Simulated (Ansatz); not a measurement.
# NaMgBr3 (model cell, started as cubic perovskite with Mg in the octahedra): from the cell to its phonons

Wanted: phonon frequencies of NaMgBr3 (model cell, started as cubic perovskite with Mg in the octahedra) and what follows from them.

Method: DFT PBE, scalar-relativistic, plane waves, PAW, in Ansatz 0.2.0.

Most raw output is cut from this account.

The structure was built from a prototype and need not be the compound's stable phase.

## 1. The starting structure

It takes space group Pm-3m (No. 221, cubic). Conventional cell: a = 5.253 Å, b = 5.253 Å, c = 5.253 Å, α = 90.00°, β = 90.00°, γ = 90.00°. Nearest to Na lie 12 Br at 3.71 Å. Mg has 6 Br at 2.63 Å nearest. Nearest to Br lie 2 Mg at 2.63 Å and 4 Na at 3.71 Å. Farther neighbours and most contacts between anions are not listed.

Structure file:

```cif
data_structure
_symmetry_space_group_name_H-M 'Pm-3m'
_symmetry_Int_Tables_number 221
_cell_length_a 5.2528
_cell_length_b 5.2528
_cell_length_c 5.2528
_cell_angle_alpha 90.000
_cell_angle_beta 90.000
_cell_angle_gamma 90.000
_cell_volume 144.93
loop_
_atom_site_label
_atom_site_type_symbol
_atom_site_symmetry_multiplicity
_atom_site_Wyckoff_symbol
_atom_site_fract_x
_atom_site_fract_y
_atom_site_fract_z
_atom_site_occupancy
Na1 Na 1 a 0.00000 0.00000 0.00000 1
Mg1 Mg 1 b 0.50000 0.50000 0.50000 1
Br1 Br 3 c 0.50000 0.50000 0.00000 1
```

## 2. Bringing the structure to rest

Harmonic phonons are second derivatives at a point where the forces vanish, and they are wanted at zero stress, so atoms and cell are relaxed first.

The input, input.yaml:

```yaml
crystal:
  lattice:
    - [5.2528, 0.0, 0.0]
    - [0.0, 5.2528, 0.0]
    - [0.0, 0.0, 5.2528]
  atoms:
    - { symbol: Na, position: [0.0, 0.0, 0.0] }
    - { symbol: Mg, position: [0.5, 0.5, 0.5] }
    - { symbol: Br, position: [0.5, 0.5, 0.0] }
    - { symbol: Br, position: [0.5, 0.0, 0.5] }
    - { symbol: Br, position: [0.0, 0.5, 0.5] }
kpoints:
  mp_grid: { grid: [4, 4, 4] }
hamiltonian:
  xc: pbe
scf:
  occupations: { method: gaussian, width: 0.02 }
output:
  forces: true
  stress: true
  eigenvalues: true
  write_density: true
  write_potential: true
  elf: true
  volumetric_format: npy
relax:
  adjacent_minimum: "off"
  f_tol: 0.005
  max_steps: 80
  cell: { stress_tol: 0.05 }
```

Command:

```console
$ ansatz run input.yaml --threads 4 --pin off --max-ram 14336MiB --backend cpu --events-out ev --progress --plain --runs-dir out
```

It took 2.5 s on 4 threads of Arm Neoverse V2, shared host; peak memory 0.42 GiB; 8.8 s of CPU time.

The steps of the relaxation:

```tsv
step	energy less that of the first step (eV)	largest force component (eV/Å)	pressure (GPa)	volume (Å³)
1	0.0000	0.0000	0.96	144.93
2	-0.0128	0.0000	0.31	148.27
3	-0.0144	0.0000	0.02	149.93
4*	-0.0147	0.0000	0.01	149.93
```

Relaxation steps marked * repeat the geometry before them on a plane-wave basis chosen anew for their cell, so energy and pressure can jump there.

The run keeps the 48 symmetry operations that it works with, so distortions that break them were not tested.

```tsv
conventional cell, symmetrised	before	after	change
a (Å)	5.253	5.312	+1.1 %
b (Å)	5.253	5.312	+1.1 %
c (Å)	5.253	5.312	+1.1 %
volume (Å³/atom)	28.99	29.99	+3.4 %
```

A gap read on the k-mesh alone can miss the band edges.

Numbers from this step:

* pressure: 0.01466 GPa
* gap on the k-mesh: 2.754 eV
* volume per atom: 29.99 Å³
* direct gap on mesh: 3.279 eV

ELF in the ac plane at fractional y = 0.500, with atoms of Mg and Br within 0.2 Å of it. It is the smooth field of the valence electrons, not physical close to the nuclei.

Ten even steps from '0' (0.01) to '9' (0.87), each cell a mean:
```
001599512898300
000379978985100
420037999862013
874114677520258
998410111102689
799730132015898
059940434217982
039941433317971
479840344116995
999620010004799
986202444311379
641026899741035
210169999984001
001489735997200
002699400798400
```
Columns run along a (5.3 Å), rows up along c (5.3 Å). Atoms in or near the plane, at fractional coordinates: Mg at (0.50, 0.50), Br at (0.50, 0.00), Br at (0.00, 0.50).

Valence density in the ac plane at fractional y = 0.500, with atoms of Mg and Br within 0.2 Å of it. It is the smooth field of the valence electrons, not physical close to the nuclei.

Values in e/Å³, 15 rows by 15 columns, each cell a mean:
```
 0  0  0  0  0  1  1  1  1  1  1  0  0  0  0
 0  0  0  0  0  1  1  1  1  1  0  0  0  0  0
 0  0  0  0  0  0  1  1  1  0  0  0  0  0  0
 0  0  0  0  0  0  0  0  0  0  0  0  0  0  0
 1  0  0  0  0  0  0  0  0  0  0  0  0  0  1
 1  1  1  0  0  0  1  2  1  0  0  0  0  1  1
 1  1  1  0  0  0  5 15 11  1  0  0  1  1  1
 0  1  1  0  0  0  6 21 15  2  0  0  1  1  1
 1  1  1  0  0  0  2  6  5  1  0  0  1  1  1
 1  1  0  0  0  0  0  0  0  0  0  0  0  1  1
 0  0  0  0  0  0  0  0  0  0  0  0  0  0  0
 0  0  0  0  0  0  0  0  0  0  0  0  0  0  0
 0  0  0  0  0  0  1  1  1  1  0  0  0  0  0
 0  0  0  0  0  1  1  1  1  1  0  0  0  0  0
 0  0  0  0  0  1  1  0  1  1  1  0  0  0  0
```
Columns run along a (5.3 Å), rows up along c (5.3 Å). Atoms in or near the plane, at fractional coordinates: Mg at (0.50, 0.50), Br at (0.50, 0.00), Br at (0.00, 0.50).

Electrostatic potential energy in the ac plane at fractional y = 0.500, with atoms of Mg and Br within 0.2 Å of it. With pseudopotentials it is smooth inside the atoms' cores, unlike the true potential.

Ten even steps from '0' (-73 eV) to '9' (8 eV), each cell a mean:
```
999996100389999
999998534799999
999999888999999
999999999999999
899999888999998
258998756899973
016997301689840
015997300589830
137998533789851
679999877899986
999999999999999
999999999999999
999999756899999
999997311599999
999996100289999
```
Columns run along a (5.3 Å; values clipped at the 3rd and 97th percentile), rows up along c (5.3 Å). Atoms in or near the plane, at fractional coordinates: Mg at (0.50, 0.50), Br at (0.50, 0.00), Br at (0.00, 0.50).

In this step the volume went from 28.99 to 29.99 Å³/atom.

## 3. Tight relaxation

Phonons need a cell at rest on their own settings, so the relaxation is repeated with tight tolerances on forces and stress on the k mesh and occupations of the first response run.

The input, input.yaml:

```yaml
crystal:
  lattice:
    - [5.3124822229, 0.0, 0.0]
    - [0.0, 5.3124822229, 0.0]
    - [0.0, 0.0, 5.3124822229]
  atoms:
    - { symbol: Na, position: [0.0, 0.0, 0.0] }
    - { symbol: Mg, position: [0.5, 0.5, 0.5] }
    - { symbol: Br, position: [0.5, 0.5, 0.0] }
    - { symbol: Br, position: [0.5, 0.0, 0.5] }
    - { symbol: Br, position: [0.0, 0.5, 0.5] }
kpoints:
  mp_grid: { grid: [4, 4, 4] }
hamiltonian:
  xc: pbe
scf:
  occupations: { method: fixed }
output:
  forces: true
  stress: true
  eigenvalues: true
relax:
  adjacent_minimum: "off"
  f_tol: 0.001
  max_steps: 60
  cell: { stress_tol: 0.01 }
```

It took 1.9 s on 4 threads; peak memory 0.41 GiB.

Little changed from the start: no atom moved by 0.005 Å and no cell edge by 0.1 %.

This step gave:

- pressure: 0.005447 GPa
- gap on the k-mesh: 2.752 eV
- volume per atom: 30.00 Å³
- direct gap on mesh: 3.277 eV

The forces vanish by symmetry and the pressure is 0.005 GPa, within the tolerances set. The cell now holds 30.00 Å³/atom.

## 4. Linear response at the zone centre

The zone centre comes first: it holds the modes that light can see, as far as symmetry allows. The response to a homogeneous field gives the Born charges and the dielectric tensor.

The input, input.yaml:

```yaml
crystal:
  lattice:
    - [5.3131069714, 0.0, 0.0]
    - [0.0, 5.3131069714, 0.0]
    - [0.0, 0.0, 5.3131069714]
  atoms:
    - { symbol: Na, position: [0.0, 0.0, 0.0] }
    - { symbol: Mg, position: [0.5, 0.5, 0.5] }
    - { symbol: Br, position: [0.5, 0.5, 0.0] }
    - { symbol: Br, position: [0.5, 0.0, 0.5] }
    - { symbol: Br, position: [0.0, 0.5, 0.5] }
kpoints:
  mp_grid: { grid: [4, 4, 4] }
hamiltonian:
  xc: pbe
scf:
  occupations: { method: fixed }
output:
  eigenvalues: true
phonons:
  method: dfpt
  dielectric: true
  rigid_motions: translations
```

It took 20 s on 4 threads; peak memory 0.8 GiB; 73 s of CPU time.

This step gave:

| Property | Result |
| --- | --- |
| sum-rule residual before enforcement | 3.68e-4 eV/Å² |
| miss of the charge sum rule | 0.001922 e |
| estimated error of the dielectric tensor | 0.006634 |
| estimated error of the Born charges | 0.01136 e |
| point group | m-3m |
| highest optical mode at the zone centre (no LO-TO term) | 203.0 cm⁻¹ |
| lowest optical zone-centre mode | -78.87 cm⁻¹ |
| mean high-frequency dielectric constant | 3.154 |
| largest Born charge (third of the trace) | 2.436 e |
| top of the zone-centre spectrum with the field | 272.3 cm⁻¹ |

Without the LO-TO term. Patterns of degenerate modes are one choice out of their space. The modes at Γ (shares of kinetic energy by element, %) (negative means imaginary):

```tsv
mode	frequency (cm⁻¹)	symmetry	Na %	Mg %	Br %
1	-78.9	T1u	89	0	11
2	-78.9	T1u	89	0	11
3	-78.9	T1u	89	0	11
4	0.0	acoustic	8	8	84
5	0.0	acoustic	8	8	84
6	0.0	acoustic	8	8	84
7	24.9	T2u	0	0	100
8	24.9	T2u	0	0	100
9	24.9	T2u	0	0	100
10	84.5	T1u	3	33	64
11	84.5	T1u	3	33	64
12	84.5	T1u	3	33	64
13	203.0	T1u	0	59	41
14	203.0	T1u	0	59	41
15	203.0	T1u	0	59	41
```

Displacements in mode 1 (-78.9 cm⁻¹), the largest set to 1:
```
Na1  1.00 -0.08 -0.13
Mg2  0.02  0.00  0.00
Br3 -0.13  0.01  0.00
Br4 -0.13  0.00  0.02
Br5 -0.03  0.01  0.02
```

Displacements in mode 15 (203.0 cm⁻¹), the largest set to 1:
```
Na1  0.00  0.00  0.00
Mg2  1.00  0.00  0.00
Br3  0.07  0.00  0.00
Br4  0.07  0.00  0.00
Br5 -0.45  0.00  0.00
```

Optical modes at the zone centre, without and with the macroscopic field of the longitudinal modes; each column is sorted by frequency, so a row need not hold one and the same mode. Modes with and without the field, by row:

```tsv
rank among optical modes	no field (cm⁻¹)	q along (1, 0, 0) (cm⁻¹)
1	-78.9	-78.9
2	-78.9	-78.9
3	-78.9	-21.4
4	24.9	24.9
5	24.9	24.9
6	24.9	24.9
7	84.5	84.5
8	84.5	84.5
9	84.5	99.3
10	203	203
11	203	203
12	203	272.3
```

Born charge (rows field, columns displacement) (e), principal values of the symmetric part by kind of site:

```tsv
atom	atoms with these values	low	middle	high	mean
Na1	1	1.37	1.37	1.37	1.37
Mg2	1	2.44	2.44	2.44	2.44
Br3	3	-2.10	-0.85	-0.85	-1.27
```

In full for Na1:

```
1.37 0.00 0.00
0.00 1.37 0.00
0.00 0.00 1.37
```

High-frequency dielectric tensor:

```
3.15 0.00 0.00
0.00 3.15 0.00
0.00 0.00 3.15
```

Transverse modes; imaginary modes are left out. Infrared lines, with heights relative to the strongest:

```tsv
position (cm⁻¹)	label	relative intensity
25	T2u	0.0
84	T1u	11
203	T1u	100
```

Before it was imposed, the acoustic sum rule was missed by 3.7e-4 eV/Å² and the charge sum rule by 0.0019 e. Small misses are needed for a sound result but don't prove that mesh and cutoff are converged. The lowest optical mode is imaginary, 78.9i cm⁻¹, so the energy falls along it.

The log warns of the k mesh: “the force constants stand on the 4×4×4 k-mesh, whose period is 12.53 times the interband length at k = (0.0000, 0.0000, 0.0000), direct gap 3.277 eV, under 14: take them and everything formed from them as unconverged”.

## 5. Response at finite wavevector

Stability and thermal properties need the whole zone. Linear response on a 2×2×2 q mesh gives force constants as far as a supercell of that size would, and the tensors from the zone-centre run are typed in so that the long-range dipole term is interpolated apart.

input.yaml, the sections that differ from step 4:

```yaml
phonons:
  method: dfpt
  qmesh: [2, 2, 2]
  temperatures: { t_max: 1000, t_step: 50 }
  qpath:
    path:
      - [[0.0, 0.0, 0.0], [0.0, 0.5, 0.0], [0.5, 0.5, 0.0], [0.0, 0.0, 0.0], [0.5, 0.5, 0.5], [0.0, 0.5, 0.0]]
      - [[0.5, 0.5, 0.5], [0.5, 0.5, 0.0]]
    npoints: 10
  non_analytic_term:
    high_frequency_dielectric_tensor: [[3.1543, 0.0, 0.0], [0.0, 3.1543, 0.0], [0.0, 0.0, 3.1543]]
    born_effective_charges:
      - { species: Na, tensor: [[1.3661, 0.0, 0.0], [0.0, 1.3661, 0.0], [0.0, 0.0, 1.3661]] }
      - { species: Mg, tensor: [[2.4355, 0.0, 0.0], [0.0, 2.4355, 0.0], [0.0, 0.0, 2.4355]] }
      - { species: Br, tensor: [[-0.8514, 0.0, 0.0], [0.0, -0.8514, 0.0], [0.0, 0.0, -2.0989]] }
      - { species: Br, tensor: [[-0.8514, 0.0, 0.0], [0.0, -2.0989, 0.0], [0.0, 0.0, -0.8514]] }
      - { species: Br, tensor: [[-2.0989, 0.0, 0.0], [0.0, -0.8514, 0.0], [0.0, 0.0, -0.8514]] }
    source: "zone-centre run at this cell"
# crystal, kpoints, hamiltonian, scf, output: as in step 4
```

It took 47 s on 4 threads; peak memory 0.68 GiB; 3 min of CPU time.

This step gave:

* sum-rule residual before enforcement: 1.29e-4 eV/Å²
* lowest frequency on the path: -78.87 cm⁻¹
* highest frequency on the path or at a solved wavevector: 272.3 cm⁻¹
* lowest mode on the q mesh (acoustic modes at Γ apart): -78.87 cm⁻¹

Frequencies (cm⁻¹) solved at each irreducible wavevector; negative means imaginary. Frequencies by wavevector, by row:

```tsv
q in reciprocal lattice units	star	mode 1	mode 2	mode 3	mode 4	mode 13	mode 14	mode 15
0 0 0	1	-78.9	-78.9	-78.9	0	203	203	203
0 0 -0.5	3	-73.2	-73.2	11.5	11.5	202.3	202.3	240.4
0 -0.5 -0.5	3	-67.9	-67.9	-64.9	-57.8	201.8	248.6	248.6
-0.5 -0.5 -0.5	1	-74.3	-74.3	-74.3	-58	253.3	253.3	253.3
```

Interpolated from a 2×2×2 q mesh, with the LO-TO term (at Γ the limit along the path; where Γ stands inside the path, tables give the limit on arrival). The phonon branches at the labelled points (cm⁻¹):

```tsv
point	branch 1	branch 2	branch 3	branch 4	branch 12	branch 13	branch 14	branch 15
Γ	-79	-79	-21	0	99	203	203	272
halfway	-76	-76	15	15	124	203	203	260
X	-73	-73	12	12	164	202	202	240
halfway	-72	-69	-45	-39	156	202	229	244
M	-68	-68	-65	-58	173	202	249	249
halfway	-73	-71	-41	-28	134	202	209	257
Γ	-79	-79	-21	0	99	203	203	272
halfway	-71	-71	-50	-33	144	214	214	255
R	-74	-74	-74	-58	185	253	253	253
halfway	-71	-70	-58	-44	159	218	236	247
X	-73	-73	12	12	164	202	202	240
jump to R	-74	-74	-74	-58	185	253	253	253
halfway	-70	-70	-70	-58	173	228	251	251
M	-68	-68	-65	-58	173	202	249	249
```

Tetrahedra on a 12×12×12 mesh, mean over bins of 5 cm-1. Interpolated from a 2×2×2 q mesh. The phonon density of states by wavenumber; read off at these points:

wavenumber (cm⁻¹), phonon density of states (1/cm⁻¹/cell) and a bar:
```
      -78      0.027 ###
      -72      0.296 ##############################
      -68      0.105 ###########
      -58      0.037 ####
      -48      0.053 #####
      -38      0.047 #####
      -32      0.042 ####
      -22      0.033 ###
      -12      0.022 ##
       -2      0.020 ##
        8      0.024 ##
       18      0.050 #####
       28      0.041 ####
       38      0.053 #####
       48      0.055 ######
       52      0.052 #####
       62      0.076 ########
       72      0.073 #######
       78      0.078 ########
       82      0.071 #######
       92      0.059 ######
      102      0.039 ####
      112      0.122 ############
      122      0.006 #
      132      0.009 #
      142      0.015 ##
      148      0.021 ##
      158      0.024 ##
      168      0.021 ##
      178      0.005 #
      188      0.000 
      198      0.000 
      202      0.133 #############
      208      0.058 ######
      218      0.030 ###
      228      0.025 ###
      232      0.023 ##
      242      0.037 ####
      248      0.092 #########
      252      0.073 #######
      262      0.013 #
      272      0.001
```

The partial phonon density of states has structure finer than the step of the table below, so its rows give means over 10 cm⁻¹, whole bins alone (the curve runs from -88.9 to 289 cm⁻¹). Peaks (cm⁻¹: height): Br -50.9: 0.0416, -41.4: 0.0466, -20.0: 0.0448, 32.3: 0.0540, 79.8: 0.0747, 96.4: 0.0413, 110.6: 0.0991; Mg 96.4: 0.0180, 203.3: 0.0755, 248.4: 0.0803; Na -72.2: 0.204.

Phonopy on the run's constants, 11x11x11 mesh, Gaussian sigma 2.7 cm-1. Interpolated from a 2×2×2 q mesh. Table of partial phonon density of states by wavenumber; means over each step; values in 1/cm⁻¹/cell:

```tsv
wavenumber (cm⁻¹)	Br	Mg	Na
-80	0.00403	1.0e-4	0.0313
-70	0.0210	7.4e-4	0.150
-60	0.0147	3.0e-4	0.0245
-50	0.0357	3.3e-4	0.0159
-40	0.0390	2.7e-4	0.0106
-30	0.0264	2.3e-4	0.00960
-20	0.0374	1.7e-4	0.00467
-10	0.0105	6.4e-5	0.00258
0	0.00408	4.8e-5	0.00113
10	0.0266	4.2e-4	0.00230
20	0.0434	7.7e-4	0.00249
30	0.0491	7.7e-4	0.00392
40	0.0418	1.0e-3	0.00642
50	0.0456	0.00161	0.00943
60	0.0580	0.00143	0.00710
70	0.0674	9.6e-4	0.00456
80	0.0696	0.00285	0.00329
90	0.0366	0.0136	0.00122
100	0.0326	0.0104	0.00114
110	0.0810	0.00812	0.00211
120	0.0229	0.00201	8.2e-4
130	0.00803	0.00173	8.4e-5
140	0.00986	0.00190	1.1e-4
150	0.0216	0.00377	2.5e-4
160	0.0199	0.00301	1.6e-4
170	0.0137	0.00161	7.5e-6
180	0.00406	2.8e-4	0
190	4.6e-4	2.6e-4	0
200	0.0200	0.0383	3.5e-5
210	0.0147	0.0408	1.8e-4
220	0.00450	0.0231	2.7e-4
230	0.00260	0.0212	3.0e-4
240	0.00175	0.0328	4.7e-4
250	0.00592	0.0658	0.00137
260	0.00417	0.0162	6.8e-4
270	0.00116	0.00318	1.9e-4
280	1.9e-5	5.2e-5	2.8e-6
```

Symmetry leaves 4 wavevectors to solve. The lowest mode among them, the acoustic zeros apart, lies at Γ and is imaginary, 78.9i cm⁻¹, so the energy falls along it.

## 6. Summary of results

- space group after relaxation (within 0.01 Å): Pm-3m
- volume per atom: 30.0 Å³
- gap on the k-mesh: 2.75 eV
- highest optical mode at the zone centre (no LO-TO term): 203 cm⁻¹
- top of the zone-centre spectrum with the field: 272 cm⁻¹
- lowest optical zone-centre mode: -78.9 cm⁻¹
- mean high-frequency dielectric constant: 3.15
- largest Born charge (third of the trace): 2.44 e
- lowest mode on the q mesh (acoustic modes at Γ apart): -78.9 cm⁻¹
- highest frequency on the path or at a solved wavevector: 272 cm⁻¹
- imaginary modes on the 2×2×2 q mesh: yes

What this shows: Modes are clearly imaginary (beyond 10i cm⁻¹) at 4 of the 4 irreducible wavevectors, most at Γ (78.9i cm⁻¹), so this structure is not a minimum of the energy. Without the field, the optical modes at Γ span -79 to 203 cm⁻¹ (negative means imaginary). With the macroscopic field of the longitudinal modes the top of the zone-centre spectrum lies at 272 cm⁻¹, against 203 cm⁻¹ without it. Among the real modes, the strongest infrared line is at 203 cm⁻¹. With the field response the log warns that the k mesh is coarse for the force constants too, so the frequencies may not be converged. The starting cell was built on a prototype and not taken from a measurement, so the phase need not exist. These are harmonic frequencies at zero temperature: anharmonic shifts, linewidths and thermal expansion are left out.

[Logs are printed without paths, hosts, clocks, repeated set-up lines and the standing remarks that a program may print on its own settings, such as how far it seeks lower states.]

[Hosts, paths, dates, database ids (printed as entryN), source tags and the programs' standing remarks are cut or masked in the printed files.]
